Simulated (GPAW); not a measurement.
# How the functional moves the magnetism of linear W chain, spacing 2.672 A

Aim: see how far moments and order energies of linear W chain, spacing 2.672 A move with the functional, and what each set costs.

Calculated with GPAW 26.7.0; several functionals; plane waves with GPAW's PAW setups, scalar-relativistic.

## (1) The system as given

The cell holds 1 atom: 1 W. Cell: a = 12.000 Å, b = 12.000 Å, c = 2.672 Å, α = 90.0°, β = 90.0°, γ = 90.0°. model lattice. Vacuum lies along a and b. The structure's axis is c.

## (2) Set 1 (LDA), start ferro +

Each set takes another functional on the same cell and mesh.

order1.py reads:

```python
import json
import numpy as np
from ase import Atoms
from ase.parallel import paropen, parprint
from gpaw import GPAW

atoms = Atoms(['W'],
    cell=[[12.0, 0.0, 0.0],
         [0.0, 12.0, 0.0],
         [0.0, 0.0, 2.672]],
    scaled_positions=[[0.5, 0.5, 0.0]],
    pbc=True,
    magmoms=[1.0])
atoms.calc = GPAW(mode={'name': 'pw', 'ecut': 600},
    xc='LDA',
    kpts={'size': (1, 1, 10), 'gamma': True},
    occupations={'name': 'fermi-dirac', 'width': 0.05},
    convergence={'density': 1e-05, 'energy': 1e-05},
    maxiter=200,
    symmetry={'tolerance': 1e-4},
    txt='order1.txt')
e = atoms.get_potential_energy(force_consistent=True)
res = {'free_energy': e, 'energy_sigma0': atoms.get_potential_energy(), 'fermi_energy': atoms.calc.get_fermi_level()}
res['moments'] = atoms.get_magnetic_moments().tolist()
res['total'] = atoms.get_magnetic_moment()
parprint('site moments (muB):', np.round(res['moments'], 3))
parprint(f"total moment: {res['total']:.3f} muB")
parprint(f'free energy: {e:.6f} eV')
atoms.calc.write('order1.gpw')
with paropen('results.json', 'w') as f:
    json.dump(res, f)
```

The run is started by

```sh
$ OMP_NUM_THREADS=1 python3 order1.py > order1.log
```

What it wrote:

```text
site moments (muB): [0.615]
total moment: 0.912 muB
free energy: -5.360914 eV

--- order1.txt ---
Input parameters:
  mode=PW(ecut=600),
  convergence={'density': 1e-05, 'energy': 1e-05},
  kpts=MonkhorstPack(size=(1, 1, 10), gamma=True),
  maxiter=200,
  occupations=Occupations(name='fermi-dirac', width=0.05),
  symmetry=Symmetry(tolerance=0.0001),
  xc=XC(name='LDA')

Diagonalizing LCAO Hamiltonian
Converting LCAO to pw mode
        .----------------------------.
       /|                            |
      / |                            |
     /  .----------------------------.
    /  /                            /
   /  /                            /
  /  /                            /
 *  /              W             /
 | /                            /
 |/                            /
 *----------------------------*

Atoms  # Å, Bohr magnetons
|   | symbol |        x |        y |        z |    initial magnetic moments |
|---|--------|----------|----------|----------|-----------------------------|
| 0 |      W | 6.000000 | 6.000000 | 0.000000 | ( 0.0000,  0.0000,  1.0000) |

Unit cell  # Å
| periodic |         x |         y |        z |   lengths |    angles |
|----------|-----------|-----------|----------|-----------|-----------|
|      yes | 12.000000 |  0.000000 | 0.000000 | 12.000000 | 90.000000 |
|      yes |  0.000000 | 12.000000 | 0.000000 | 12.000000 | 90.000000 |
|      yes |  0.000000 |  0.000000 | 2.672000 |  2.672000 | 90.000000 |

Number of symmetries: 16

BZ-sampling:
  Number of BZ points: 10
  Number of IBZ points: 6

  Monkhorst-Pack size: [1, 1, 10]
  Monkhorst-Pack shift: [0.0, 0.0, 0.05]

Plane wave coefficients: 12911
Cutoff: 600.0 eV

Spin-components: 2 (collinear spins)
Bands:           13
Projectors:      6
Spin-degeneracy: 1
Datatype:        complex128

Parallelization:
  kpt:    1
  domain: 1
  band:   1

Density:
  Valence electrons: 14.0
  Components: 2
  Grid points: [70 70 16]
  Charge: 0.0  # |e|

Potential:
  Grid points: [70 70 16]

[... setups left out ...]
Reference energy: -438516.106214  # eV

eigensolver:
  PPCG
  Converge bands: occupied
  niter=2

density mixing:
  MSR1-Mixer
  Pratt-step length: 0.05
  Maximum mixing coefficient: 0.75
  Old densities: 10
  SVD Regularization: 0.005
  Good broyden scale: 1.0
  Trust region scale: 1.0
  Backstep threshold: 4.0
  History deletion threshold: 6.0
  Fourier metric: weight=20.0, sigma=0.015

occupation numbers:
  Fermi-Dirac:
    width: 0.0500  # eV

poisson solver:
  ecut: 4800.0  # eV

xc functional:
  name: None

convergence criteria:
- Maximum integral of absolute [dens]ity change: 1e-05 electrons / valence electron
- Maximum [total energy] change in last 3 cyles: 1e-05 eV / valence electron
- Maximum integral of absolute [eigenst]ate change: 4e-08 eV^2 / valence electron
maximum number of iterations: 200

SCF iterations
|iter     |      energy | eigst |  dens |  magmom |
|---------|-------------|-------|-------|---------|
|iter:   1|       0s |   -5.713060 | -0.23 |       |  +1.0010|
|iter:   2|       2s |   -5.642380 | -1.53 | -0.94 |  +1.0163|
|iter:   3|       4s |   -5.333747 | -1.52 | -0.99 |  +1.0748|
|iter:   4|       7s |   -5.334055 | -2.47 | -1.54 |  +1.0104|
|iter:   5|       9s |   -5.338276 | -3.18 | -1.70 |  +0.9245|
|iter:   6|      11s |   -5.339965 | -3.74 | -2.16 |  +0.8712|
|iter:   7|      13s |   -5.341755 | -4.02 | -2.38 |  +0.8096|
|iter:   8|      15s |   -5.347304 | -4.28 | -2.34 |  +0.7173|
|iter:   9|      17s |   -5.341087 | -4.44 | -2.18 |  +0.8364|
|iter:  10|      19s |   -5.338209 | -4.17 | -2.38 |  +0.9369|
|iter:  11|      21s |   -5.339169 | -5.07 | -2.83 |  +0.8840|
|iter:  12|      24s |   -5.338436 | -5.37 | -2.83 |  +0.9171|
|iter:  13|      26s |   -5.338517 | -6.28 | -3.53 |  +0.9119|
|iter:  14|      28s |   -5.338527c| -6.78 | -4.64 |  +0.9113|
|iter:  15|      30s |   -5.338523c| -7.28 | -4.83 |  +0.9116|
|iter:  16|      31s |   -5.338522c| -7.56c| -5.97c|  +0.9116|

Converged in 16 steps
Energy contributions relative to reference atoms: (reference = -438516.106214)

Energy contributions:
  Kinetic:         -16.147652
  Coulomb:          14.083340
  Zero:             -0.128708
  External:          0.000000
  Xc:               -3.123112
  Entropy:          -0.044782
  Spinorbit:         0.000000
  ----------------------------
  Free energy:      -5.360914
  Extrapolated:     -5.338522

dipole moment: (0.000012, 0.000012, -9.962878)  # |e|*Ang

Total magnetic moment: (0.000000, 0.000000, 0.911584)

Local magnetic moments
|        x |        y |        z |
|----------|----------|----------|
| 0.000000 | 0.000000 | 0.614758 |  # W    0

Fermi level: -4.011
Eigenvalues  # (at kpt = [0.000, 0.000, 0.000])
| band index |      eig [eV] | occ [0-1] |      eig [eV] | occ [0-1] |
|------------|---------------|-----------|---------------|-----------|
|          0 |       -78.136 |     1.000 |       -77.834 |     1.000 |
|          1 |       -42.749 |     1.000 |       -42.261 |     1.000 |
|          2 |       -42.749 |     1.000 |       -42.261 |     1.000 |
|          3 |       -41.674 |     1.000 |       -41.482 |     1.000 |
|          4 |        -8.352 |     1.000 |        -8.186 |     1.000 |
|          5 |        -5.501 |     1.000 |        -5.070 |     1.000 |
|          6 |        -4.695 |     1.000 |        -4.098 |     0.850 |
|          7 |        -4.695 |     1.000 |        -4.098 |     0.849 |
|          8 |        -2.198 |     0.000 |        -1.971 |     0.000 |
|          9 |        -2.198 |     0.000 |        -1.971 |     0.000 |
|         10 |        -1.187 |     0.000 |        -0.799 |     0.000 |
|         11 |        -1.187 |     0.000 |        -0.799 |     0.000 |
|         12 |         0.439 |     0.000 |         0.471 |     0.000 |

No gap
No difference between direct/indirect transitions
```

Run time: 35 s. Hardware: 1 MPI rank of Arm Neoverse V2, shared host; peak memory 0.35 GiB.

Read from the output:

| Quantity | Value |
| --- | --- |
| magnetization | 0.9116 μB |
| final state | ferromagnetic |
| largest moment | 0.6148 μB |

After 16 cycles the largest moment stands at 0.615 μB.

## (3) Set 1 (LDA), start antiferro q=(0,0,1/2) +-

The second start gives the energy difference between the two end states, the quantity that is followed from set to set. Its q is in fractions of the reciprocal vectors of the first run's cell.

order2.py is the script of step 2 with these lines changed:

```diff
@@ -6,12 +6,13 @@
 
-atoms = Atoms(['W'],
+atoms = Atoms(['W', 'W'],
     cell=[[12.0, 0.0, 0.0],
          [0.0, 12.0, 0.0],
-         [0.0, 0.0, 2.672]],
-    scaled_positions=[[0.5, 0.5, 0.0]],
+         [0.0, 0.0, 5.344]],
+    scaled_positions=[[0.5, 0.5, 0.0],
+         [0.5, 0.5, 0.5]],
     pbc=True,
-    magmoms=[1.0])
+    magmoms=[1.0, -1.0])
 atoms.calc = GPAW(mode={'name': 'pw', 'ecut': 600},
     xc='LDA',
-    kpts={'size': (1, 1, 10), 'gamma': True},
+    kpts={'size': (1, 1, 5), 'gamma': True},
     occupations={'name': 'fermi-dirac', 'width': 0.05},
@@ -20,3 +21,3 @@
     symmetry={'tolerance': 1e-4},
-    txt='order1.txt')
+    txt='order2.txt')
 e = atoms.get_potential_energy(force_consistent=True)
@@ -28,3 +29,3 @@
 parprint(f'free energy: {e:.6f} eV')
-atoms.calc.write('order1.gpw')
+atoms.calc.write('order2.gpw')
 with paropen('results.json', 'w') as f:
```

The run is started by

```sh
$ OMP_NUM_THREADS=1 python3 order2.py > order2.log
```

What it wrote:

```text
site moments (muB): [ 2.128 -2.128]
total moment: -0.000 muB
free energy: -11.351444 eV

--- order2.txt ---
Input parameters:
  mode=PW(ecut=600),
  convergence={'density': 1e-05, 'energy': 1e-05},
  kpts=MonkhorstPack(size=(1, 1, 5), gamma=True),
  maxiter=200,
  occupations=Occupations(name='fermi-dirac', width=0.05),
  symmetry=Symmetry(tolerance=0.0001),
  xc=XC(name='LDA')

Diagonalizing LCAO Hamiltonian
Converting LCAO to pw mode
        .----------------------------.
       /|                            |
      / |                            |
     /  |                            |
    /   |                            |
   /    |                            |
  /     |                            |
 *      .----------W-----------------.
 |     /                            /
 |    /                            /
 |   /                            /
 |  /              W             /
 | /                            /
 |/                            /
 *----------------------------*

Atoms  # Å, Bohr magnetons
|   | symbol |        x |        y |        z |    initial magnetic moments |
|---|--------|----------|----------|----------|-----------------------------|
| 0 |      W | 6.000000 | 6.000000 | 0.000000 | ( 0.0000,  0.0000,  1.0000) |
| 1 |      W | 6.000000 | 6.000000 | 2.672000 | ( 0.0000,  0.0000, -1.0000) |

Number of symmetries: 16

BZ-sampling:
  Number of BZ points: 5
  Number of IBZ points: 3

  Monkhorst-Pack size: [1, 1, 5]
  Monkhorst-Pack shift: [0, 0, 0]

Plane wave coefficients: 25741
Cutoff: 600.0 eV

Spin-components: 2 (collinear spins)
Bands:           21
Projectors:      12
[...]
|iter:  16|      59s |  -11.321211c| -7.14 | -4.73 |  +0.0000|
|iter:  17|      62s |  -11.321213c| -7.46c| -5.52c|  -0.0000|

Converged in 17 steps
Energy contributions relative to reference atoms: (reference = -877032.212428)

Energy contributions:
  Kinetic:         -19.034271
  Coulomb:          19.167808
  Zero:             -0.342076
  External:          0.000000
  Xc:              -11.082443
  Entropy:          -0.060462
  Spinorbit:         0.000000
  ----------------------------
  Free energy:     -11.351444
  Extrapolated:    -11.321213

dipole moment: (0.000024, 0.000024, -19.845343)  # |e|*Ang

Total magnetic moment: (0.000000, 0.000000, -0.000000)

Local magnetic moments
|        x |        y |         z |
|----------|----------|-----------|
| 0.000000 | 0.000000 |  2.128275 |  # W    0
| 0.000000 | 0.000000 | -2.128276 |  # W    1

Fermi level: -3.980
Eigenvalues  # (at kpt = [0.000, 0.000, 0.000])
| band index |      eig [eV] | occ [0-1] |      eig [eV] | occ [0-1] |
|------------|---------------|-----------|---------------|-----------|
|          0 |       -77.638 |     1.000 |       -77.638 |     1.000 |
|        ... |               |           |               |           |
|          6 |       -40.815 |     1.000 |       -40.815 |     1.000 |
|          7 |       -40.815 |     1.000 |       -40.815 |     1.000 |
|          8 |        -8.070 |     1.000 |        -8.070 |     1.000 |
|          9 |        -5.475 |     1.000 |        -5.475 |     1.000 |
[...]
|         17 |        -1.892 |     0.000 |        -1.892 |     0.000 |
|         18 |        -1.892 |     0.000 |        -1.892 |     0.000 |
|         19 |        -0.343 |     0.000 |        -0.343 |     0.000 |
|         20 |        -0.343 |     0.000 |        -0.343 |     0.000 |

Gap: 0.158 eV
Transition (v -> c):
  (s=1, k=2, n=13, [0.00, 0.00, 0.40]) -> (s=1, k=2, n=14, [0.00, 0.00, 0.40])
No difference between direct/indirect transitions
```

Wall time 68 s (1 MPI rank); peak memory 0.57 GiB.

Read from the output:

- magnetization: 0 μB
- final state: antiferromagnetic
- largest moment: 2.128 μB

This start lies -314.8 meV a seeded atom from the first; its largest moment is 2.13 μB.

## (4) Set 2 (PBE), start ferro +

order1.py is the script of step 2 with these lines changed:

```diff
@@ -14,3 +14,3 @@
 atoms.calc = GPAW(mode={'name': 'pw', 'ecut': 600},
-    xc='LDA',
+    xc='PBE',
     kpts={'size': (1, 1, 10), 'gamma': True},
```

The run is started by

```sh
$ OMP_NUM_THREADS=1 python3 order1.py > order1.log
```

What it wrote:

```text
site moments (muB): [1.336]
total moment: 2.068 muB
free energy: -5.135585 eV

--- order1.txt ---
Input parameters:
  mode=PW(ecut=600),
  convergence={'density': 1e-05, 'energy': 1e-05},
  kpts=MonkhorstPack(size=(1, 1, 10), gamma=True),
  maxiter=200,
  occupations=Occupations(name='fermi-dirac', width=0.05),
  symmetry=Symmetry(tolerance=0.0001),
  xc=XC(name='PBE')

Diagonalizing LCAO Hamiltonian
[...]
|          3 |       -41.470 |     1.000 |       -40.973 |     1.000 |
|          4 |        -8.103 |     1.000 |        -7.776 |     1.000 |
[...]
|          9 |        -2.117 |     0.000 |        -1.415 |     0.000 |
|         10 |        -0.995 |     0.000 |        -0.139 |     0.000 |
|         11 |        -0.995 |     0.000 |        -0.139 |     0.000 |
|         12 |         0.381 |     0.000 |         0.509 |     0.000 |

No gap
No difference between direct/indirect transitions


[key lines of the parts left out:]
Free energy:      -5.135585
Converged in 19 steps
dipole moment: (0.000012, 0.000012, -9.944288)  # |e|*Ang
Fermi level: -3.793
```

The job ended after 43 s (1 MPI rank; peak memory 0.37 GiB).

Numbers from this step:

```
magnetization  : 2.068 μB
final state    : ferromagnetic
largest moment : 1.336 μB
```

The largest moment moves by +0.72 μB from set 1, at 1.3 times its CPU time.

## (5) Set 2 (PBE), start antiferro q=(0,0,1/2) +-

order2.py is the script of step 3 with these lines changed:

```diff
@@ -15,3 +15,3 @@
 atoms.calc = GPAW(mode={'name': 'pw', 'ecut': 600},
-    xc='LDA',
+    xc='PBE',
     kpts={'size': (1, 1, 5), 'gamma': True},
```

The run is started by

```sh
$ OMP_NUM_THREADS=1 python3 order2.py > order2.log
```

What it wrote:

```text
site moments (muB): [ 2.39 -2.39]
total moment: 0.000 muB
free energy: -11.200853 eV

--- order2.txt ---
Input parameters:
  mode=PW(ecut=600),
  convergence={'density': 1e-05, 'energy': 1e-05},
  kpts=MonkhorstPack(size=(1, 1, 5), gamma=True),
  maxiter=200,
  occupations=Occupations(name='fermi-dirac', width=0.05),
  symmetry=Symmetry(tolerance=0.0001),
  xc=XC(name='PBE')

Diagonalizing LCAO Hamiltonian
[...]
|         17 |        -1.114 |     0.000 |        -1.114 |     0.000 |
|         18 |        -1.112 |     0.000 |        -1.112 |     0.000 |
|         19 |         0.249 |     0.000 |         0.249 |     0.000 |
|         20 |         0.249 |     0.000 |         0.249 |     0.000 |

Gap: 0.409 eV
Transition (v -> c):
  (s=0, k=2, n=13, [0.00, 0.00, 0.40]) -> (s=1, k=2, n=14, [0.00, 0.00, 0.40])
No difference between direct/indirect transitions


[key lines of the parts left out:]
Free energy:     -11.200853
Converged in 19 steps
dipole moment: (0.000024, 0.000024, -19.780673)  # |e|*Ang
Fermi level: -3.635
```

It took 81 s on 1 MPI rank; peak memory 0.62 GiB.

This step gave:

```
magnetization  : 0 μB
final state    : antiferromagnetic
largest moment : 2.390 μB
```

This start lies -464.8 meV a seeded atom from the first, a change of -150.0 meV since set 1; its largest moment is 2.39 μB.

## (6) Set 3 (revPBE), start ferro +

order1.py is the script of step 4 with these lines changed:

```diff
@@ -14,3 +14,3 @@
 atoms.calc = GPAW(mode={'name': 'pw', 'ecut': 600},
-    xc='PBE',
+    xc='revPBE',
     kpts={'size': (1, 1, 10), 'gamma': True},
```

The run is started by

```sh
$ OMP_NUM_THREADS=1 python3 order1.py > order1.log
```

What it wrote:

```text
site moments (muB): [1.837]
total moment: 3.054 muB
free energy: -5.049644 eV

--- order1.txt ---
Input parameters:
  mode=PW(ecut=600),
  convergence={'density': 1e-05, 'energy': 1e-05},
  kpts=MonkhorstPack(size=(1, 1, 10), gamma=True),
  maxiter=200,
  occupations=Occupations(name='fermi-dirac', width=0.05),
  symmetry=Symmetry(tolerance=0.0001),
  xc=XC(name='revPBE')

Diagonalizing LCAO Hamiltonian
[...]
|          3 |       -41.186 |     1.000 |       -40.375 |     1.000 |
|          4 |        -8.052 |     1.000 |        -7.217 |     1.000 |
[...]
|          9 |        -2.057 |     0.000 |        -0.913 |     0.000 |
|         10 |        -0.742 |     0.000 |         0.562 |     0.000 |
|         11 |        -0.742 |     0.000 |         0.562 |     0.000 |
|         12 |         0.259 |     0.000 |         0.611 |     0.000 |

No gap
No difference between direct/indirect transitions


[key lines of the parts left out:]
Free energy:      -5.049644
Converged in 22 steps
dipole moment: (0.000012, 0.000012, -9.905220)  # |e|*Ang
Fermi level: -3.429
```

Run time: 51 s. Hardware: 1 MPI rank; peak memory 0.37 GiB.

Numbers from this step:

```yaml
magnetization: 3.054 μB
final_state: ferromagnetic
largest_moment: 1.837 μB
```

The largest moment moves by +0.50 μB from set 2, at 1.2 times its CPU time.

(Part 1 of 2 ends here.)

[Long decimals in the printed logs are rounded to 6 places.]

[Logs and program files are shortened in this print: banners, set-up blocks, solver, clock and traceback lines can be left out without a mark of their own.]

[Logs are printed without paths, hosts, clocks, repeated set-up lines and the standing remarks that a program may print on its own settings, such as how far it seeks lower states.]

[Hosts, paths, dates, database ids (printed as entryN), source tags and the programs' standing remarks are cut or masked in the printed files.]

[Where the starting crystal was built by hand or by swapping elements, it need not be the compound's stable phase.]

[Where a cell is said to come from a database of computed structures, the database is the Materials Project.]

[Runs that the program refused, that were killed for memory or that had too few empty states are not shown or counted.]

[Lattice constants of own cells that a recipe calls measured were typed without a cited source.]
